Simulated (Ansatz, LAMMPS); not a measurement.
# Amorphous 61SiO2-39B2O3 (mol %) (106 atoms): geometry optimisation

Aim: bring amorphous 61SiO2-39B2O3 (mol %) (106 atoms) to a nearby minimum of the energy and see what moves.

Program: Ansatz 0.2.0. Level of theory: Kohn-Sham DFT, PBE, PAW (set soft_2), plane waves. Results are calculated unless marked as measured.

This is a report of a sequence of runs, with most program output left out.

## Step 1: The structure

The cell holds 106 atoms: 17 Si, 22 B and 67 O. Cell: a = 11.360 Å, b = 11.360 Å, c = 11.360 Å, α = 90.0°, β = 90.0°, γ = 90.0°. 106 atoms (17 Si, 22 B, 67 O) placed at random at 2.02 g/cm³, melted at 4000 K for 10 ps at fixed volume with the Buckingham and Coulomb pair potential of Guillot and Sator (Geochim. Cosmochim. Acta 71, 1249 (2007)) with the boron terms of Wang et al. (J. Non-Cryst. Solids 498, 294 (2018)). Quenched from 4000 K to 300 K at 100 K/ps and fixed volume, held 5 ps, then minimised at fixed cell.

What the set-up can't give: The quench rate of 100 K/ps is orders of magnitude faster than experiment, which tends to freeze in extra defects. The starting topology of bonds comes from the classical model. Sampling is at Γ alone, for a cell whose shortest periodic width is 11 Å.

## Step 2: How the cell was made

A classical potential supplies the starting structure, since it reaches far longer times than DFT.

This step: classical MD, Buckingham and Coulomb pair potential of Guillot and Sator (Geochim. Cosmochim. Acta 71, 1249 (2007)) with the boron terms of Wang et al. (J. Non-Cryst. Solids 498, 294 (2018)) (LAMMPS 22 Jul 2025 - Update 4).

The input, in.lmp:

```
# melt-quench of Si17B22O67
units metal
atom_style charge
boundary p p p
region box block 0 11.3595 0 11.3595 0 11.3595
create_box 3 box
mass 1 28.0850   # Si
mass 2 10.8100   # B
mass 3 15.9990   # O
create_atoms 1 random 17 37530 NULL overlap 1.5 maxtry 2000
create_atoms 2 random 22 37537 NULL overlap 1.5 maxtry 2000
create_atoms 3 random 67 37544 NULL overlap 1.5 maxtry 2000
pair_style buck/coul/long 9.0
pair_coeff * * 0.0 1.0 0.0
pair_coeff 1 3 50306.10 0.161 46.2978   # Si-O
pair_coeff 2 3 206941.81 0.124 35.0018   # B-O
pair_coeff 3 3 9022.79 0.265 85.0921   # O-O
pair_coeff 2 2 484.40 0.35 0.0   # B-B
pair_coeff 1 2 337.70 0.29 0.0   # Si-B
set type 1 charge 1.89
set type 2 charge 1.4175
set type 3 charge -0.945
kspace_style pppm 1.0e-4
neigh_modify delay 0 every 1 check yes
thermo_style custom step time temp pe press density
thermo_modify norm yes
timestep 0.001
thermo 100
min_style cg
minimize 1e-4 1e-4 200 2000
reset_timestep 0
velocity all create 4000 37531 mom yes dist gaussian
fix lim all nve/limit 0.05
fix lan all langevin 4000 4000 0.1 37532 zero yes
# [... 12 lines left out ...]
thermo 2500
fix md all nvt temp 300 300 0.1
run 5000 post no
unfix md
thermo 100
min_style cg
minimize 0 1e-3 2000 20000
write_dump all custom glass.dump id type xs ys zs modify sort id
```

Command:

```bash
lmp -in in.lmp -log none -nocite
```

Elapsed: 26 s, on 1 thread of Arm Neoverse V1, shared host; peak memory 0.072 GiB.

## Step 3: Single point at the start

A single point comes first, to see the forces before anything moves.

The input, input.yaml:

```yaml
crystal:
  lattice:
    - [11.3595, 0.0, 0.0]
    - [0.0, 11.3595, 0.0]
    - [0.0, 0.0, 11.3595]
  atoms:
    - { symbol: Si, position: [7.0e-05, 0.92744, 0.27802] }
    - { symbol: Si, position: [0.05039, 0.66251, 0.32023] }
    - { symbol: Si, position: [0.96286, 0.47586, 0.51515] }
    - { symbol: Si, position: [0.28043, 0.39277, 0.73118] }
    - { symbol: Si, position: [0.70598, 0.24213, 0.49013] }
    - { symbol: Si, position: [0.55626, 0.31955, 0.7116] }
    - { symbol: Si, position: [0.4745, 0.93055, 0.64746] }
    - { symbol: Si, position: [0.54171, 0.83708, 0.26625] }
    - { symbol: Si, position: [0.36011, 0.43708, 0.18329] }
    - { symbol: Si, position: [0.20572, 0.32854, 0.99916] }
    - { symbol: Si, position: [0.40532, 0.00571, 0.41023] }
    - { symbol: Si, position: [0.59434, 0.58813, 0.75454] }
    - { symbol: Si, position: [0.12416, 0.59193, 0.69948] }
    - { symbol: Si, position: [0.07159, 0.92105, 0.00818] }
    - { symbol: Si, position: [0.78732, 0.17616, 0.11353] }
    - { symbol: Si, position: [0.73781, 0.02068, 0.31452] }
    - { symbol: Si, position: [0.49793, 0.92309, 0.99704] }
    - { symbol: B, position: [0.45786, 0.22604, 0.27627] }
    - { symbol: B, position: [0.91307, 0.92239, 0.80627] }
    - { symbol: B, position: [0.68861, 0.64724, 0.29805] }
    - { symbol: B, position: [0.72199, 0.21697, 0.86312] }
    - { symbol: B, position: [0.67803, 0.34131, 0.26814] }
    - { symbol: B, position: [0.4462, 0.68543, 0.56524] }
    - { symbol: B, position: [0.73732, 0.47444, 0.45164] }
    - { symbol: B, position: [0.2862, 0.08063, 0.01] }
    - { symbol: B, position: [0.30826, 0.61007, 0.37406] }
    - { symbol: B, position: [0.16843, 0.68912, 0.92121] }
    - { symbol: B, position: [0.88384, 0.22, 0.68149] }
    - { symbol: B, position: [0.73916, 0.61461, 0.95359] }
    - { symbol: B, position: [0.4072, 0.69311, 0.90022] }
    - { symbol: B, position: [0.66981, 0.94046, 0.81622] }
    - { symbol: B, position: [0.24981, 0.00393, 0.71744] }
    - { symbol: B, position: [0.87571, 0.65318, 0.13996] }
    - { symbol: B, position: [0.05841, 0.27137, 0.37706] }
    - { symbol: B, position: [0.59395, 0.49077, 0.10628] }
    - { symbol: B, position: [0.16976, 0.07056, 0.40515] }
    - { symbol: B, position: [0.08652, 0.8302, 0.67672] }
    - { symbol: B, position: [0.01676, 0.23932, 0.13697] }
    - { symbol: B, position: [0.12915, 0.21123, 0.67625] }
    - { symbol: O, position: [0.37622, 0.64137, 0.47297] }
    - { symbol: O, position: [0.22765, 0.37266, 0.8645] }
    - { symbol: O, position: [0.77418, 0.28361, 0.21] }
    - { symbol: O, position: [0.53882, 0.62679, 0.6229] }
    - { symbol: O, position: [0.28978, 0.66795, 0.92616] }
    - { symbol: O, position: [0.92993, 0.15616, 0.11289] }
    - { symbol: O, position: [0.47399, 0.46902, 0.10115] }
    - { symbol: O, position: [0.6522, 0.45183, 0.20776] }
    - { symbol: O, position: [0.52795, 0.87907, 0.13051] }
    - { symbol: O, position: [0.70731, 0.12398, 0.40959] }
    - { symbol: O, position: [0.59767, 0.27318, 0.58043] }
    - { symbol: O, position: [0.0074, 0.90912, 0.13606] }
    - { symbol: O, position: [0.79173, 0.93974, 0.80333] }
    - { symbol: O, position: [0.7373, 0.21041, 0.98425] }
    - { symbol: O, position: [0.65688, 0.54678, 0.01731] }
    - { symbol: O, position: [0.12348, 0.79065, 0.97265] }
    - { symbol: O, position: [0.70286, 0.57919, 0.39945] }
    - { symbol: O, position: [0.97786, 0.95544, 0.90508] }
    - { symbol: O, position: [0.35315, 0.53067, 0.29132] }
    - { symbol: O, position: [0.25405, 0.52929, 0.6928] }
    - { symbol: O, position: [0.82104, 0.47214, 0.54018] }
    - { symbol: O, position: [0.01657, 0.80014, 0.34095] }
    - { symbol: O, position: [0.12502, 0.18212, 0.43054] }
    - { symbol: O, position: [0.00636, 0.21301, 0.68073] }
    - { symbol: O, position: [0.10332, 0.62622, 0.83818] }
    - { symbol: O, position: [0.98402, 0.57891, 0.41633] }
    - { symbol: O, position: [0.65147, 0.90775, 0.32823] }
    - { symbol: O, position: [0.39406, 0.02249, 0.00408] }
    - { symbol: O, position: [0.428, 0.80084, 0.60487] }
    - { symbol: O, position: [0.8208, 0.22899, 0.57638] }
    - { symbol: O, position: [0.18232, 0.01431, 0.01233] }
    - { symbol: O, position: [0.61143, 0.23011, 0.81062] }
    - { symbol: O, position: [0.71021, 0.36382, 0.40021] }
    - { symbol: O, position: [0.45006, 0.80482, 0.92788] }
    - { symbol: O, position: [0.11224, 0.00743, 0.31768] }
    - { symbol: O, position: [0.19259, 0.6473, 0.35075] }
    - { symbol: O, position: [0.70647, 0.64042, 0.83727] }
    - { symbol: O, position: [0.98862, 0.63716, 0.18736] }
    - { symbol: O, position: [0.48902, 0.00659, 0.52633] }
    [... 22 atom lines left out ...]
    - { symbol: O, position: [0.03153, 0.50338, 0.63674] }
    - { symbol: O, position: [0.721, 0.06745, 0.17876] }
    - { symbol: O, position: [0.27052, 0.02507, 0.4569] }
    - { symbol: O, position: [0.0733, 0.29443, 0.04349] }
    - { symbol: O, position: [0.97533, 0.86706, 0.71496] }
    - { symbol: O, position: [0.87706, 0.98633, 0.32187] }
kpoints:
  mp_grid: { grid: [1, 1, 1] }
hamiltonian:
  xc: pbe
scf:
  occupations: { method: fermi_dirac, width: 0.025 }
output:
  forces: true
```

Command:

```bash
ansatz run input.yaml --threads 4 --pin off --max-ram 8192MiB --backend cpu --events-out ev --progress --plain --runs-dir out
```

Run time: 14 s. Hardware: 4 threads of Arm Neoverse V1, shared host; peak memory 1.8 GiB.

The run gave:

| Quantity | Value |
| --- | --- |
| free energy | -52350.8137 eV |
| free energy per atom | -493.8756 eV/atom |
| SCF cycles | 9 |
| r.m.s. force component | 0.6659 eV/Å |
| longest force | 3.928 eV/Å |
| Fermi energy | 3.901 eV |

The r.m.s. force component of 0.67 eV/Å sets the starting point.

Neighbours are counted within 1.83 Å (O-B), 2.08 Å (O-Si).

Length of the force by element and coordination:

```
element  coordination  atoms  mean length of the force (eV/Å)  spread  least   most
      B           all     22                             1.53   0.912  0.251   3.93
      B             3     21                             1.42   0.765  0.251   3.24
      B             4      1                             3.93       0   3.93   3.93
      O           all     67                            0.678   0.306  0.126   1.71
      O             2     66                            0.680   0.308  0.126   1.71
      O             3      1                            0.550       0  0.550  0.550
     Si           all     17                             1.32   0.498  0.360   2.30
```

## Step 4: Cell and atoms relaxed

The cell is relaxed with the atoms, since the starting lattice needn't suit this functional.

Changes to input.yaml since step 3:

```diff
@@ -15 +15,5 @@
   forces: true
+relax:
+  f_tol: 0.04
+  max_steps: 250
+  cell: {}
```

It took 15 min on 4 threads; peak memory 1.8 GiB; 58 min of CPU time.

Step by step (22 of 49):

```
step  energy less that of the first step (eV)  largest force component (eV/Å)  pressure (GPa)  volume (Å³)
   1                                   0.0000                          3.4775           -5.41      1465.81
   3                                  -4.2577                          0.7636            0.68      1434.12
   6                                  -5.3918                          0.4372            0.02      1434.95
   8                                  -5.5497                          0.5383           -0.69      1436.68
  10                                  -5.8591                          0.6889           -0.46      1434.24
  12                                  -6.1486                          0.2318           -0.11      1426.59
  15                                  -6.3975                          1.0744           -0.64      1417.60
  17                                  -6.5119                          0.2002           -0.11      1418.52
  19                                  -6.6644                          0.1946            0.05      1409.87
  22                                  -6.7243                          0.3242           -0.15      1407.23
  24                                  -6.7423                          0.3344           -0.14      1409.41
  26                                  -6.7445                          0.4394           -0.31      1418.78
  28                                  -6.7817                          1.2656           -0.41      1420.20
  31                                  -6.9188                          0.4845           -0.14      1418.61
  33                                  -7.0020                          0.1967           -0.02      1421.89
  35                                  -7.0268                          0.3470           -0.22      1423.97
  38                                  -7.0598                          0.0861           -0.08      1422.77
  40                                  -7.0636                          0.0226           -0.02      1423.03
  42                                  -7.1816                          0.6455           -0.04      1430.16
  44                                  -7.2809                          0.1204           -0.06      1427.84
 47*                                  -7.3175                          0.0294            0.03      1426.83
 49*                                  -7.3186                          0.0169            0.01      1427.71
```

Relaxation steps marked * repeat the geometry before them on a plane-wave basis chosen anew for their cell, so energy and pressure can jump there. Other such steps can lie between the rows shown. Relaxation steps 15, 28, 35, 42 were tried and not accepted.

```
     cell as run  before   after  change
           a (Å)  11.360  10.998  -3.2 %
           b (Å)  11.360  11.897  +4.7 %
           c (Å)  11.360  11.010  -3.1 %
           α (°)   90.00   93.59  +4.0 %
           β (°)   90.00   95.91  +6.6 %
           γ (°)   90.00   86.35  -4.1 %
volume (Å³/atom)   13.83   13.47  -2.6 %
```

The atoms that moved most (Å, as changes of fractional coordinates times the final cell):

```
atom      dx      dy      dz  length
 O47  -0.839  -0.461  -1.918   2.143
 B22  -0.633  -0.256  -1.935   2.052
O103   0.218   1.211  -1.240   1.747
 O90  -0.316  -0.311  -1.573   1.634
 O42  -0.353   0.218  -1.061   1.139
 O68   0.669   0.172  -0.860   1.103
 O83   0.886   0.310   0.563   1.094
 O54  -0.474   0.608   0.640   1.002
```

The relaxation changed the energy by -69.0 meV/atom, and atoms moved by 0.67 Å r.m.s., 2.1 Å at most.

## Step 5: Structure statistics after relaxation

Bonds before and after, by the cutoffs listed below:

```
pair  bonds before  bonds after  mean before (Å)  mean after (Å)  spread before (Å)  spread after (Å)
 O-B            67           66            1.402           1.375              0.024             0.008
O-Si            68           68            1.638           1.630              0.017             0.012
```

Density 2.08 g/cm³, 13.47 Å³ an atom.

g(r), total and by pair (bins of 0.2 Å):

```
r (Å)  total   O-O    O-B   O-Si   B-B  B-Si  Si-Si
 1.30   3.53  0.00  13.45   0.00  0.00  0.00   0.00
 1.50   0.00  0.00   0.00   0.00  0.00  0.00   0.00
 1.70   2.60  0.00   0.00  12.80  0.00  0.00   0.00
 1.90   0.00  0.00   0.00   0.00  0.00  0.00   0.00
 2.10   0.00  0.00   0.00   0.00  0.00  0.00   0.00
 2.30   0.96  2.40   0.00   0.00  0.00  0.00   0.00
 2.50   0.64  1.17   0.06   0.00  3.32  0.23   0.00
 2.70   1.53  2.97   0.00   0.00  2.36  3.64   0.00
 2.90   0.43  0.40   0.22   0.11  0.00  2.58   0.92
 3.10   0.76  0.60   1.16   0.36  0.47  0.17   4.51
 3.30   0.82  0.51   1.48   0.69  1.07  0.13   1.51
 3.50   0.90  0.80   1.19   1.16  0.18  0.36   0.00
 3.70   1.19  0.85   1.96   1.39  0.68  0.34   0.00
 3.90   1.27  0.89   1.56   2.03  1.24  0.49   0.27
 4.10   0.92  0.68   0.94   1.51  1.14  0.44   0.69
 4.30   1.07  1.00   0.78   1.19  1.27  2.04   1.47
 4.50   0.95  1.17   0.74   0.66  0.93  1.50   0.38
 4.70   1.19  1.52   0.88   0.72  1.49  1.73   0.89
 4.90   1.10  1.32   0.83   0.72  0.97  1.90   1.49
 5.10   1.09  1.14   0.93   1.09  1.00  1.22   1.67
 5.30   0.94  0.96   0.91   0.96  0.67  1.14   0.55
```

Bonds by pair of elements; cutoffs follow the first minimum of g(r), held within bounds set by covalent radii, and pairs that aren't listed don't count as bonded:

```
pair A-B  cutoff (Å)  bonds  mean length (Å)  spread (Å)  shortest (Å)  B about A  A about B
     O-B        1.77     66             1.38       0.008          1.36      0.985          3
    O-Si        2.02     68             1.63       0.012          1.61       1.01          4
```

How many atoms have how many bonded neighbours:

```
element  mean   2   3   4
      B     3   0  22   0
      O     2  67   0   0
     Si     4   0   0  17
```

Bond angles (no mean is given where the spread exceeds 20°):

```
  angle  count  mean (°)  spread (°)
 O-Si-O    102       110         3.3
  O-B-O     66       120         2.3
 B-O-Si     34       139        11.5
Si-O-Si     17       148        12.7
  B-O-B     16       140           9
```

Oxygen atoms by the number of network formers (Si, P, Ge, B, Al, As, Ga) bound to them:

```
network formers bound to O  O atoms  per cent
                         0        0         0
                         1        0         0
                         2       67       100
```

Network units: each former by its oxygen neighbours and how many of them bridge to another former:

```
former  O neighbours  bridging O  atoms
    Si             4           4     17
     B             3           3     22
```

Rings of the network by King's shortest-path rule, up to 12 atoms, one path for each pair of neighbours; H, halogens, alkali and alkaline-earth atoms are left out, and the last column divides by all other atoms, bonded or not:

```
ring size (atoms)  rings  per network atom
                8      2             0.019
               10      3             0.028
               12      5             0.047
```

Counting bonds as in the table, all B atoms have 3, all O atoms have 2 and all Si atoms have 4 bonded neighbours. The O-Si-O angle averages 110° with a spread of 3°. 100 % of the oxygens bridge two formers (Si and B) and 0 % are non-bridging. The commonest B unit has 3 oxygens, 3 of them shared with other formers (22 of 22 atoms). Rings of 12 atoms are the most common (50 % of those counted); sizes run from 8 to 12, where the search stops.

[end of part 1 of 2]

[Logs are printed without paths, hosts, clocks, repeated set-up lines and the standing remarks that a program may print on its own settings, such as how far it seeks lower states.]

[Hosts, paths, dates, database ids (printed as entryN), source tags and the programs' standing remarks are cut or masked in the printed files.]
